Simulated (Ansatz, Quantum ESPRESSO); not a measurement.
**Equation of state of hcp Hf**

How stiff is hcp Hf under hydrostatic load? Each row relaxes cell and atoms at a set pressure. The phase is followed to these pressures whether or not it stays the stable one.

Calculated with Ansatz 0.2.0, PBEsol, PAW files of the set soft_1, cutoff 600 eV, Fermi–Dirac smearing 0.05 eV, k-mesh 16×16×9, no spin polarisation, no spin-orbit coupling.

Reference cell, relaxed at zero pressure with PBEsol (P6_3/mmc): a = 3.1586 Å, b = 3.1586 Å, c = 4.9985 Å, α = 90.00°, β = 90.00°, γ = 120.00°.

```csv
atom,x,y,z
Hf,0.3333,0.6667,0.7500
Hf,0.6667,0.3333,0.2500
```

```
V (Å³/atom)    V/V0  P (GPa)  E − E0 (meV/atom)
    22.4273  1.0386   −4.006               10.7
    20.7254  0.9598    5.000               13.2
    19.9881  0.9256   10.001               47.4
    18.7891  0.8701   20.002              158.1
    17.8383  0.8261   30.002              305.4
```

V0 = 21.5942 Å³ an atom, where the residual pressure P0 is +0.007 GPa. **Question.** Fit the Birch–Murnaghan law and give the pressure and the energy at V = 19.3514 Å³ an atom, a row left out above.

With the Eulerian strain f = ½[(V0/V)^(2/3) − 1] and F = (P − P0)/[3f(1 + 2f)^(5/2)], the third-order law is the line F = B0 + (3/2) B0 (B′ − 4) f.

| f | F (GPa) |
| --- | --- |
| 0.06793 | 107.05 |
| 0.04860 | 108.75 |
| 0.02644 | 110.78 |
| 0.01388 | 112.00 |
| −0.01246 | 114.35 |

A straight line through the 5 rows: the means are 0.02888 for f and 110.59 for F, Σ(Δx)² = 0.003854 and ΣΔxΔy = −0.3516, so the slope is −0.3516/0.003854 = −91.229 and the intercept 110.59 − (−91.229)(0.02888) = 113.22.

Hence B0 = 113.2 GPa and B′ = 4 + (−91.2)/(1.5 × 113.2) = 3.46. For the withheld volume f = 0.03792, F = 109.76 GPa and P = 15.00 GPa. The run itself gives 14.99 GPa, so the estimate misses by 0.01 GPa, a rounding's worth.

Integrating the same law gives E − E0 = (9/2) B0 V0 f²[1 + (B′ − 4) f] + P0(V0 − V), with 1 GPa Å³ = 6.2415 meV: 96.8 meV an atom. The run itself gives 96.8 meV, so the estimate misses by 0.0 meV, a rounding's worth.

The same fit over all rows at other levels or in other programs gives B0 = 114 GPa with PBEsol (Quantum ESPRESSO, GBRV).

[Logs are printed without paths, hosts, clocks, repeated set-up lines and the standing remarks that a program may print on its own settings, such as how far it seeks lower states.]
